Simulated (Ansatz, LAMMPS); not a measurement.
# Amorphous film on crystalline C, (100) (216 atoms): geometry optimisation, part 2 of 2

Aim: bring amorphous film on crystalline C, (100) (216 atoms) to a nearby minimum of the energy and see what moves.

Ansatz 0.2.0; Kohn-Sham DFT, LDA, PAW (set soft_2), plane waves.

The cell: 216 C. The network of bonds at the start is that of the classical potential that made the cell. The main run has no spin polarisation. Sampling is at Γ alone, for a cell whose shortest periodic width is 11 Å.

So far. Step 3 (Single point at the start): Neighbours are counted within 1.85 Å (C-C).

## (4) Relaxation

With the cell held, the atoms are moved downhill towards a nearby minimum.

The input, input.yaml:

```yaml
crystal:
  lattice:
    - [10.698, 0.0, 0.0]
    - [0.0, 10.698, 0.0]
    - [0.0, 0.0, 22.98329]
  atoms:
    [... the 216 atom lines of step 3 ...]
kpoints:
  mp_grid: { grid: [1, 1, 1] }
hamiltonian:
  xc: lda
scf:
  occupations: { method: fermi_dirac, width: 0.025 }
output:
  forces: true
relax:
  f_tol: 0.05
  max_steps: 79
```

Launch:

```bash
> ansatz run input.yaml --threads 4 --pin off --max-ram 8192MiB --backend cpu --events-out ev --progress --plain --runs-dir out
```

Output:

```text
Engine: ansatz 0.2.0, aarch64-unknown-linux-gnu
Pseudopotentials: kind: paw
Pseudopotential: C, paw, valence charge 4, recommended cutoff 420 eV (normal), C.paw.azcp
[... 3 lines on functional and potentials left out ...]
Crystal: 216 atoms, lattice volume = 2630.373 Å³
Basis set: ecut = 420 eV, 51353 PW (Γ)
Bands: 648, of which v1, the nominal top of the filled ones, is band 432 counted from 1 (431 counted from 0)
Symmetry: 1 space group operations
Space group: P1 (ITA 1), of the structure as read, at distance tolerance 1.4e-4 Å
k-points: 1
[... 4 lines on functional and potentials left out ...]
Initial density: superposition of atomic densities (neutral atoms: chi_scale 0, normalization atom), corrected by the library's trained network
Initial wavefunctions: pseudopotential atomic-orbital guess
Functional: x = slater, c = lda
SCF iter   1: F=—  HF=-52291.805899 eV  |F-HF|=—  |Δ(HF+E_count)|=         —  Δρ=2.49e-2  dr2=2.26e2  ethr=1.77e-3  ⟨swp⟩=7.0  Hψ=3322  notcnv=0  defer=167
preconditioner: auto → LDOS  [metal: Δε(μ)=0.043 eV  Ē_g=14.367 eV  σ=0.025 eV  W_gap=0.41  n_scr=508 (ndim 8)  ℏωp=21.3 eV  f_vac=0.389  D(μ)=57.17/eV (n_scr^D=346)  β→1.0]
SCF iter   2: F=—  HF=-52288.628667 eV  |F-HF|=—  |Δ(HF+E_count)|=    3.18e0  Δρ=1.63e-2  dr2=2.98e1  ethr=1.77e-3  ⟨swp⟩=2.0  Hψ=822  notcnv=0  defer=195
SCF iter   3: F=—  HF=-52287.233707 eV  |F-HF|=—  |Δ(HF+E_count)|=    1.39e0  Δρ=5.81e-3  dr2=2.17e0  ethr=1.77e-3  ⟨swp⟩=2.0  Hψ=554  notcnv=0  defer=195
SCF iter   4: F=—  HF=-52287.081320 eV  |F-HF|=—  |Δ(HF+E_count)|=   1.52e-1  Δρ=1.94e-3  dr2=2.16e-1  ethr=2.51e-4  ⟨swp⟩=2.0  Hψ=643  notcnv=0  defer=195
SCF iter   5: F=—  HF=-52287.071805 eV  |F-HF|=—  |Δ(HF+E_count)|=   9.52e-3  Δρ=1.05e-3  dr2=8.69e-2  ethr=2.50e-5  ⟨swp⟩=4.0  Hψ=824  notcnv=0  defer=195
SCF iter   6: F=—  HF=-52287.066757 eV  |F-HF|=—  |Δ(HF+E_count)|=   5.05e-3  Δρ=4.03e-4  dr2=9.87e-3  ethr=1.01e-5  ⟨swp⟩=3.0  Hψ=750  notcnv=0  defer=193
SCF iter   7: F=—  HF=-52287.068331 eV  |F-HF|=—  |Δ(HF+E_count)|=   1.57e-3  Δρ=1.84e-4  dr2=1.88e-3  ethr=1.14e-6  ⟨swp⟩=2.0  Hψ=873  notcnv=0  defer=193
SCF iter   8: F=—  HF=-52287.068284 eV  |F-HF|=—  |Δ(HF+E_count)|=   4.72e-5  Δρ=8.91e-5  dr2=4.10e-4  ethr=2.17e-7  ⟨swp⟩=3.0  Hψ=521  notcnv=0  defer=193
SCF iter   9: F=—  HF=-52287.068315 eV  |F-HF|=—  |Δ(HF+E_count)|=   3.18e-5  Δρ=3.91e-5  dr2=7.50e-5  ethr=4.75e-8  ⟨swp⟩=3.0  Hψ=636  notcnv=0  defer=193
SCF iter  10: F=-52287.068318 eV  HF=-52287.068329 eV  |F-HF|=1.10e-5  |Δ(HF+E_count)|=   1.38e-5  Δρ=1.97e-5  dr2=1.94e-5  ethr=7.23e-9  ⟨swp⟩=3.0  Hψ=1519  notcnv=0
SCF 1 converged in 10 iterations: F = -52287.068318 eV  dr2 = 1.94e-5
[... from here on, the SCF cycles and remarks between the steps are left out, and one step in 5 is shown ...]
[...]
relax step  45: F+E_penalty+E_count = -52346.97848641 eV  Δ(F+E_penalty+E_count) = -3.696e-2 eV  max|allowed force component| = 3.040e-1 eV/Å  Δτ_max = 0.0408 Å  (6 SCF iters, dr2 threshold 1.00e-4 eV, accepted)
relax step  50: F+E_penalty+E_count = -52347.03290631 eV  Δ(F+E_penalty+E_count) = -4.712e-3 eV  max|allowed force component| = 1.783e-1 eV/Å  Δτ_max = 0.0134 Å  (6 SCF iters, dr2 threshold 1.30e-5 eV, accepted)
relax step  55: F+E_penalty+E_count = -52346.67809347 eV  Δ(F+E_penalty+E_count) = +9.334e-1 eV  max|allowed force component| = 3.315e0 eV/Å  Δτ_max = 0.1974 Å  (11 SCF iters, dr2 threshold 2.85e-5 eV, rejected (line search))
relax step  60: F+E_penalty+E_count = -52347.99551320 eV  Δ(F+E_penalty+E_count) = -1.633e-1 eV  max|allowed force component| = 1.483e0 eV/Å  Δτ_max = 0.1046 Å  (7 SCF iters, dr2 threshold 1.00e-4 eV, accepted)
relax step  65: F+E_penalty+E_count = -52348.81927769 eV  Δ(F+E_penalty+E_count) = -3.261e-2 eV  max|allowed force component| = 2.630e-1 eV/Å  Δτ_max = 0.0254 Å  (6 SCF iters, dr2 threshold 1.00e-4 eV, accepted)
relax step  68: F+E_penalty+E_count = -52348.85075032 eV  Δ(F+E_penalty+E_count) = -3.392e-3 eV  max|allowed force component| = 8.046e-2 eV/Å  Δτ_max = 0.0184 Å  (11 SCF iters, accepted)
[...]
Step cancelled. What follows is not a result of the run: it is the report of the last solve that finished, which converged after 11 SCF iterations.
Free energy (F): -52348.850750 eV
Harris-Foulkes:  -52348.850750 eV  (|F-HF|=1.67e-8)
Internal energy: -52348.841725 eV  (E = F + TS)
E sigma→0 (E₀):  -52348.846238 eV
Entropy (-TS):   -0.009026 eV (-0.042 meV/atom)
Fermi energy:    3.428562 eV
--- Per-component energies (eV) ---
  E_band       = -4874.283958
  E_kinetic    = 19596.537879
  E_local      = -512280.422129  (includes V_loc(G=0)·N_el)
  E_nonlocal   = 6038.507192
  E_hartree    = 248086.823619
  E_xc         = -10293.452860
  E_vxc        = -12801.485467  (∫ρ·V_xc dr)
  E_paw        = -19800.538480  (= ΣΔE_a)
  E_vpaw       = -1601.102366  (= ΣTr[D̂ρ^β])
  E_aug_tail   = 0.002026  (compensation charges beyond the density's cutoff)
  E_ewald      = 216290.129205
  E_core_change = 13.571821  (= ΣΔE_core)
  E_smearing   = -0.009026  (= −TS)
  E_closure    = -0.000000  (closes the sum)
  Σ components = -52348.850750   (vs F -52348.850750, Δ=0.00e0)
--- Forces (eV/Å), atoms counted from 1 ---
  atom   1  C     -0.00143785     0.00026435     0.00021246
  atom   2  C      0.00071710    -0.00174749    -0.00013488
  atom   3  C     -0.00036933     0.00282285    -0.00023005
  atom   4  C      0.00287947     0.00209432     0.00120478
  atom   5  C     -0.00032533     0.00286458     0.00035472
  atom   6  C      0.00181280    -0.00105087    -0.00184277
  atom   7  C     -0.00112625     0.00039873     0.00017493
  atom   8  C      0.00075903     0.00013441     0.00049782
[...]
atom  13  C     -0.00124937    -0.00044186    -0.00151836
  atom  14  C      0.00029526     0.00013135     0.00164406
[...]
atom 215  C     -0.00063390    -0.01295111     0.00943381
  atom 216  C     -0.00160932    -0.00329592    -0.00401959
  max |Σ_I F_I| component: 3.96e-4 eV/Å
End of that report.
Error: SIGTERM received: cancelled by the caller after 1 completed SCF iterations
```

Run time: 49 min. Hardware: 4 threads of Arm Neoverse V2, shared host; peak memory 3.8 GiB.

The walk was cut short by its limit. What follows describes the steps that were made.

Step by step (22 of 68):

```csv
step,energy less that of the first step (eV),largest force component (eV/Å)
1,0.0000,5.0951
4,-28.9030,2.3635
7,-41.0727,3.1711
11,-51.6813,2.1315
14,-54.5351,9.9872
17,-56.3267,1.9398
20,-56.8018,1.1908
23,-57.1392,0.7846
27,-57.6137,1.7864
30,-58.2802,0.5828
33,-58.9118,2.1426
36,-59.5129,1.0260
39,-59.7442,0.3616
42,-59.7112,0.9742
46,-59.9230,0.3147
49,-59.9599,0.1488
52,-60.0876,1.4321
55,-59.6098,3.3146
58,-60.7173,0.2870
62,-61.4268,0.9769
65,-61.7510,0.2630
68,-61.7824,0.0805
```

Relaxation steps 14, 18, 24, 34, 42, 55 were tried and not accepted.

The atoms that moved most (Å):

| atom | dx | dy | dz | length |
| --- | --- | --- | --- | --- |
| C214 | -0.025 | -0.649 | -0.752 | 0.994 |
| C110 | 0.009 | 0.054 | -0.849 | 0.851 |
| C98 | 0.135 | 0.185 | -0.760 | 0.794 |
| C156 | 0.644 | -0.261 | -0.130 | 0.707 |
| C90 | -0.155 | 0.634 | 0.180 | 0.677 |
| C33 | 0.377 | -0.507 | 0.165 | 0.653 |
| C57 | -0.484 | 0.403 | 0.154 | 0.648 |
| C31 | -0.474 | 0.321 | 0.296 | 0.645 |

The relaxation changed the energy by -286 meV/atom, and atoms moved by 0.35 Å r.m.s., 0.99 Å at most.

## (5) Distances and neighbours after relaxation

Bonds before and after, by the cutoffs listed below:

```csv
pair,bonds before,bonds after,mean before (Å),mean after (Å),spread before (Å),spread after (Å)
C-C,352,378,1.506,1.515,0.057,0.073
```

Normalised to the volume that the atoms fill. Pair distribution function in bins of 0.1 Å:

```csv
r (Å),total
1.25,0.00
1.35,0.84
1.45,2.65
1.55,4.54
1.65,0.57
1.75,0.10
1.85,0.03
1.95,0.00
2.05,0.04
2.15,0.19
2.25,0.46
2.35,1.07
2.45,1.88
2.55,2.93
2.65,1.35
2.75,0.84
2.85,0.96
2.95,1.26
3.05,1.12
3.15,0.56
3.25,0.62
3.35,0.58
3.45,0.84
3.55,0.87
3.65,0.92
3.75,1.08
3.85,1.14
3.95,1.07
4.05,0.68
4.15,0.60
4.25,0.84
4.35,1.09
4.45,1.10
4.55,0.79
4.65,0.91
4.75,0.93
4.85,0.85
4.95,0.88
5.05,0.98
5.15,0.89
5.25,0.96
5.35,0.81
5.45,0.64
5.55,0.83
```

Bonds by pair of elements; cutoffs follow the first minimum of g(r), held within bounds set by covalent radii, and pairs that aren't listed don't count as bonded:

| pair A-B | cutoff (Å) | bonds | mean length (Å) | spread (Å) | shortest (Å) | B about A | A about B |
| --- | --- | --- | --- | --- | --- | --- | --- |
| C-C | 1.85 | 378 | 1.51 | 0.073 | 1.33 | 3.5 | 3.5 |

How many atoms have how many bonded neighbours:

| element | mean | 2 | 3 | 4 |
| --- | --- | --- | --- | --- |
| C | 3.5 | 3 | 102 | 111 |

Bond angles, per cent of each kind in bins of 5°:

```csv
angle (°),C-C-C
55–60,0.6
60–65,0.3
65–70,0.0
70–75,0.0
75–80,0.0
80–85,0.3
85–90,1.1
90–95,4.3
95–100,4.2
100–105,9.5
105–110,21.5
110–115,23.3
115–120,15.7
120–125,11.5
125–130,3.6
130–135,2.1
135–140,1.0
140–145,0.5
145–150,0.0
150–155,0.2
155–160,0.1
```

Bond angles (no mean is given where the spread exceeds 20°):

```
angle  count  mean (°)  spread (°)
C-C-C    975       112        11.1
```

Bond length by coordination (bonds to H left out):

| element | coordination | atoms | mean bond length (Å) |
| --- | --- | --- | --- |
| C | 2 | 3 | 1.41 |
| C | 3 | 102 | 1.47 |
| C | 4 | 111 | 1.55 |

With the cutoffs above, 51 % of C atoms have 4 bonded neighbours. The C-C-C angle averages 112° with a spread of 11°. Bonds at C atoms with 2 neighbours average 1.41 Å, against 1.55 Å at those with 4.

## (6) Outcome

```yaml
energy_change_in_the_relaxation: -286 meV/atom
r_m_s_displacement: 0.351 Å
largest_displacement: 0.994 Å
wall_time_of_the_2_dft_runs: 49 min
```

What this shows: Relaxation lowers the energy by 286 meV/atom and moves atoms by 0.35 Å r.m.s. By the final cutoffs 2 of 352 bonded pairs parted and 28 joined. The relaxation stopped at its limit, so this isn't yet a minimum. First to last step the energy falls by 61.782 eV; the largest move, 0.99 Å, is that of C214. The relaxation was not finished: the largest force component stood at 0.080 eV/Å. The C-C bonds go from 1.506 Å (spread 0.057) to 1.515 Å (spread 0.073), and their number from 352 to 378. With the cutoffs above, 51 % of C atoms have 4 bonded neighbours.

What to keep in mind: The force components of 1.3 eV/Å r.m.s. come partly from thermal motion and partly from the difference between the classical potential and DFT. The starting topology of bonds comes from the classical model; in DFT 2 of its 352 bonded pairs passed out of the cutoffs and 28 came within them.

[Logs are printed without paths, hosts, clocks, repeated set-up lines and the standing remarks that a program may print on its own settings, such as how far it seeks lower states.]

[Hosts, paths, dates, database ids (printed as entryN), source tags and the programs' standing remarks are cut or masked in the printed files.]
